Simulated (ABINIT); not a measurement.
## Quasiparticle gap of KCl (Sylvite) in ABINIT

How does a plane-wave GW calculation on KCl (Sylvite) run from the first input to the gap?

Main program and level: ABINIT 10.8.3; PBE and many-body steps on it, plane waves.

## Step 1: The starting structure

It takes space group Fm-3m (No. 225, cubic). The conventional cell has a = 6.293 Å, b = 6.293 Å, c = 6.293 Å, α = 90.00°, β = 90.00°, γ = 90.00°. Nearest to K lie 6 Cl at 3.15 Å. Nearest to Cl lie 6 K at 3.15 Å. Farther neighbours and most contacts between anions are not listed.

The cell and positions come from the Crystallography Open Database and are kept as given unless a step says otherwise.

## Step 2: Ground state

This step: ABINIT 10.8.3; DFT, PBE, plane waves, norm-conserving pseudopotentials.

The ground-state density comes first.

Contents of run.abi:

```
acell 3*1.0 Angstrom
rprim 
  -0.000000000000 3.146470000000 3.146470000000
  3.146470000000 0.000000000000 3.146470000000
  3.146470000000 3.146470000000 -0.000000000000
ntypat 2
znucl 19 17
natom 2
typat 1 2
xred 
  0.000000000000 0.000000000000 0.000000000000
  0.500000000000 0.500000000000 0.500000000000
pp_dirpath "pseudos"
pseudos "K.upf, Cl.upf"
ecut 33
ngkpt 6 6 6
nshiftk 1
shiftk 0 0 0
kptopt 1
chksymbreak 0
nband 13
occopt 1
tolvrs 1e-10
nstep 60
prtwf 0
optforces 0
optstress 0
indata_prefix "in"
outdata_prefix "out"
tmpdata_prefix "tmp"
```

Run with:

```
> OMP_NUM_THREADS=1 mpirun -n 4 abinit run.abi > log
```

Numbers of over 12 decimals in the logs are rounded to 6 here.

The log of the run:

```text
.Version 10.8.3 of ABINIT. v10.8.2 released Aug 2026.

 Symmetries : space group Fm -3 m (#225); Bravais cF (face-center cubic)
================================================================================
 Values of the parameters that define the memory need of the present run
     intxc =       0    ionmov =       0      iscf =       7    lmnmax =       6
     lnmax =       6     mgfft =      45  mpssoang =       3    mqgrid =    3001
     natom =       2  nloc_mem =       1    nspden =       1   nspinor =       1
    nsppol =       1      nsym =      48    n1xccc =    2501    ntypat =       2
    occopt =       1   xclevel =       2
-    mband =          13        mffmem =           1         mkmem =           4
       mpw =        3823          nfft =       91125          nkpt =          16
================================================================================
  Rough estimation (10% accuracy) of disk space for files :
================================================================================

--------------------------------------------------------------------------------
------------- Echo of variables that govern the present computation ------------
--------------------------------------------------------------------------------
 -outvars: echo values of preprocessed input variables --------
            acell      1.8897261259E+00  1.8897261259E+00  1.8897261259E+00 Bohr

      chksymbreak           0
             ecut      3.30000000E+01 Hartree
-          fftalg         312

              ixc     -101130
              kpt      0.00000000E+00  0.00000000E+00  0.00000000E+00
                       1.66666667E-01  0.00000000E+00  0.00000000E+00
                       3.33333333E-01  0.00000000E+00  0.00000000E+00
                       5.00000000E-01  0.00000000E+00  0.00000000E+00
                       1.66666667E-01  1.66666667E-01  0.00000000E+00
                       3.33333333E-01  1.66666667E-01  0.00000000E+00
                       5.00000000E-01  1.66666667E-01  0.00000000E+00
                      -3.33333333E-01  1.66666667E-01  0.00000000E+00
                      -1.66666667E-01  1.66666667E-01  0.00000000E+00
   [... 5 further rows ...]
                      -3.33333333E-01  3.33333333E-01  1.66666667E-01
                      -3.33333333E-01  5.00000000E-01  1.66666667E-01
         kptrlatt        6    0    0      0    6    0      0    0    6
          kptrlen      5.04531993E+01
P           mkmem           4
            natom           2
            nband          13
            ngfft          45      45      45
             nkpt          16
            nstep          60
             nsym          48
           ntypat           2
              occ      2.000000  2.000000  2.000000  2.000000  2.000000  2.000000
                       2.000000  2.000000  0.000000  0.000000  0.000000  0.000000
                       0.000000
        optforces           0
        optstress           0
            prtwf           0
            rprim     -0.0000000000E+00  3.1464700000E+00  3.1464700000E+00
[...]
spgroup         225

           tolvrs      1.00000000E-10

             xred      0.0000000000E+00  0.0000000000E+00  0.0000000000E+00
[...]
znucl       19.00000   17.00000

================================================================================

 chkinp: Checking input parameters for consistency.

================================================================================
== DATASET  1 ==================================================================
-   mpi_nproc: 4, omp_nthreads: 1 (-1 if OMP is not activated)

--- !DatasetInfo
iteration_state: {dtset: 1, }
dimensions: {natom: 2, nkpt: 16, mband: 13, nsppol: 1, nspinor: 1, nspden: 1, mpw: 3823, }
cutoff_energies: {ecut:  33.0, pawecutdg:  -1.0, }
electrons: {nelect:   1.60000000E+01, charge:   0.00000000E+00, occopt:   1.00000000E+00, tsmear:   1.00000000E-02, }

 Real(R)+Recip(G) space primitive vectors, cartesian coordinates (Bohr,Bohr^-1):
 R(1)=  0.0000000  5.9459666  5.9459666  G(1)= -0.0840906  0.0840906  0.0840906
 R(2)=  5.9459666  0.0000000  5.9459666  G(2)=  0.0840906 -0.0840906  0.0840906
 R(3)=  5.9459666  5.9459666  0.0000000  G(3)=  0.0840906  0.0840906 -0.0840906
 Unit cell volume ucvol=  4.2043357E+02 bohr^3
 Angles (23,13,12)=  6.00000000E+01  6.00000000E+01  6.00000000E+01 degrees

 getcut: wavevector=  0.0000  0.0000  0.0000  ngfft=  45  45  45
         ecut(hartree)=     33.000   => boxcut(ratio)=   2.02345

--- Pseudopotential description ------------------------------------------------
- K Generated using ONCVPSP code by D. R. Hamann
- 19.00000   9.00000  171031                  znucl, zion, pspdat
12 -101130 2 -1 2222                          pspcod,pspxc,lmax,lloc,mmax
     nproj     2     2     2
  pspatm : epsatm=    8.42413758
         --- l  ekb(1:nproj) -->
[...]
pspatm: atomic psp has been read  and splines computed

- Cl Generated using ONCVPSP code by D. R. Hamann
- 17.00000   7.00000  171031                  znucl, zion, pspdat
12 -101130 2 -1 1028                          pspcod,pspxc,lmax,lloc,mmax
     nproj     2     2     2
  pspatm : epsatm=    9.12776517
         --- l  ekb(1:nproj) -->
[...]
2   -2.938609   -0.805455
 pspatm: atomic psp has been read  and splines computed

   2.80830444E+02                                ecore*ucvol(ha*bohr**3)
--------------------------------------------------------------------------------

_setup2: Arith. and geom. avg. npw (full set) are    3805.801    3805.789

================================================================================

--- !BeginCycle
iteration_state: {dtset: 1, }
solver: {iscf: 7, nstep: 60, nline: 4, wfoptalg: 0, }
tolerances: {tolvrs: 1.00E-10, }

     iter   Etot(hartree)      deltaE(h)  residm     vres2
 ETOT  1  -46.572690663610    -4.657E+01 7.370E-02 1.561E+02
 ETOT  2  -46.596654800576    -2.396E-02 9.852E-03 1.309E+01
 ETOT  3  -46.598321616511    -1.667E-03 3.702E-03 1.157E+00
 ETOT  4  -46.598367069413    -4.545E-05 3.358E-03 6.410E-02
 ETOT  5  -46.598368205033    -1.136E-06 1.372E-03 9.405E-04
 ETOT  6  -46.598368229973    -2.494E-08 1.022E-03 8.148E-06
 ETOT  7  -46.598368230966    -9.932E-10 1.084E-03 5.356E-07
 ETOT  8  -46.598368231011    -4.533E-11 5.155E-04 5.823E-09
 ETOT  9  -46.598368231012    -8.455E-13 5.050E-04 3.055E-10
 ETOT 10  -46.598368231012    -3.340E-13 2.059E-04 2.537E-12

 At SCF step   10       vres2   =  2.54E-12 < tolvrs=  1.00E-10 =>converged.

--- !ResultsGS
iteration_state: {dtset: 1, }
comment   : Summary of ground state results
lattice_vectors:
- [ -0.0000000,   5.9459666,   5.9459666, ]
- [  5.9459666,   0.0000000,   5.9459666, ]
- [  5.9459666,   5.9459666,  -0.0000000, ]
lattice_lengths: [   8.40887,    8.40887,    8.40887, ]
lattice_angles: [ 60.000,  60.000,  60.000, ] # degrees, (23, 13, 12)
lattice_volume:   4.2043357E+02
convergence: {deltae: -3.340E-13, res2:  2.537E-12, residm:  2.059E-04, diffor:  0.000E+00, }
etotal    :  -4.65983682E+01
entropy   :   0.00000000E+00
fermie    :  -8.50435789E-03
cartesian_stress_tensor: null
pressure_GPa: null
xred      :
- [  0.0000E+00,   0.0000E+00,   0.0000E+00,  K]
- [  5.0000E-01,   5.0000E-01,   5.0000E-01, Cl]
cartesian_forces: null
force_length_stats: {min: null, max: null, mean: null, }

 Integrated electronic density in atomic spheres:
 ------------------------------------------------
 Atom  Sphere_radius  Integrated_density
    1        2.00000          6.91065232
    2        2.00000          5.11724944
================================================================================

 ----iterations are completed or convergence reached----

 Mean square residual over all n,k,spin=   31.548E-07; max=  20.590E-05
 reduced coordinates (array xred) for    2 atoms
       0.000000000000      0.000000000000      0.000000000000
       0.500000000000      0.500000000000      0.500000000000
 rms dE/dt=  0.0000E+00; max dE/dt=  0.0000E+00; dE/dt below (all hartree)
    1       0.000000000000      0.000000000000      0.000000000000
    2       0.000000000000      0.000000000000      0.000000000000

 cartesian coordinates (angstrom) at end:
    1      0.000000     0.000000     0.000000
    2      3.146470     3.146470     3.146470
 length scales=  1.889726125908  1.889726125908  1.889726125908 bohr
              =  1.000000000000  1.000000000000  1.000000000000 angstroms
 prteigrs : about to open file out_EIG
 Fermi (or HOMO) energy (hartree) =  -0.00850   Average Vxc (hartree)=  -0.28070
 Eigenvalues (hartree) for nkpt=  16  k points:
 kpt#   1, nband= 13, wtk=  0.00463, kpt=  0.0000  0.0000  0.0000 (reduced coord)
  -1.00793   -0.45382   -0.40010   -0.40010   -0.40010   -0.00850   -0.00850   -0.00850
   0.18221    0.29896    0.29896    0.29896    0.33049
 prteigrs : prtvol=0 or 1, do not print more k-points.

--- !EnergyTerms
iteration_state     : {dtset: 1, }
comment             : Components of total free energy in Hartree
kinetic             :  1.59178987439124E+01
hartree             :  9.94220084210280E+00
xc                  : -1.09376488268514E+01
Ewald energy        : -3.08334400012199E+01
psp_core            :  6.67954381446766E-01
local_psp           : -3.77938247955532E+01
non_local_psp       :  6.43849142515018E+00
total_energy        : -4.65983682310124E+01
total_energy_eV     : -1.26800619636653E+03
band_energy         : -5.47274576956233E+00

== END DATASET(S) ==============================================================
================================================================================

 -outvars: echo values of variables after computation  --------
           etotal     -4.6598368231E+01
            nband          13
             nkpt          16
          spgroup         225
 [... the other variables as echoed above ...]

 Calculation completed.
```

Run time: 11 s. Hardware: 4 MPI ranks of Arm Neoverse V1, shared host; peak memory 0.32 GiB.

This step gave:

```
total energy               : -1268.0062 eV
gap                        : 5.189 eV
k of the valence top       : 0, 0, 0
k of the conduction bottom : 0, 0, 0
least direct gap           : 5.189 eV
```

The gap is direct, at Γ.

[end of part 1 of 3]

[Paths, hosts, dates, memory and timing lines, banners, echoed tables and standing remarks are left out of the program output.]

[Logs are printed without paths, hosts, clocks, repeated set-up lines and the standing remarks that a program may print on its own settings, such as how far it seeks lower states.]

[Runs of the session that timed out or met a known fault of the program may be left out.]

[Hosts, paths, dates, database ids (printed as entryN), source tags and the programs' standing remarks are cut or masked in the printed files.]

[G0W0 gaps are taken among the corrected bands and points alone; a level outside them can change the order at an edge.]

[Where Ansatz stands beside ABINIT at settings called matched, ABINIT's density can come from a denser mesh and the files from another edition; pairs whose starting gaps differed by over 0.03 eV were left out, so agreement reads better than it is.]
